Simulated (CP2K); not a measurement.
The C K edge of 2-methoxypyrimidine was computed by TDDFT (CP2K XAS_TDP, aug-cc-pVDZ, TDA) at these levels: PBEh(45%), PBEh(45%) + GW2X and PBEh(60%). The first three lines of C1 (bonded to O and 3 H) with a strength over 0.0015, energy in eV and strength:

| run | first | second | third |
| --- | --- | --- | --- |
| 1 | 285.02 (0.043) | 285.48 (0.002) | 286.03 (0.023) |
| 2 | 291.65 (0.042) | 292.11 (0.002) | 292.67 (0.022) |
| 3 | 289.03 (0.062) | 290.31 (0.016) | 290.59 (0.038) |

**Question.** Which run is which?

Run 1: PBEh(45%) (45 % exact exchange). Run 2: PBEh(45%) + GW2X (45 % exact exchange). Run 3: PBEh(60%) (60 % exact exchange). Self-interaction lifts the core level, so the uncorrected lines rise with the share of exact exchange. The GW2X run keeps the spacings of its parent: 0.46 eV between the first two lines in run 2, 0.46 eV in run 1. Its shift is +6.63 eV, since the Kohn–Sham level at this share of exchange lies that far above the quasiparticle level.

[Hosts, paths, dates, database ids (printed as entryN), source tags and the programs' standing remarks are cut or masked in the printed files.]
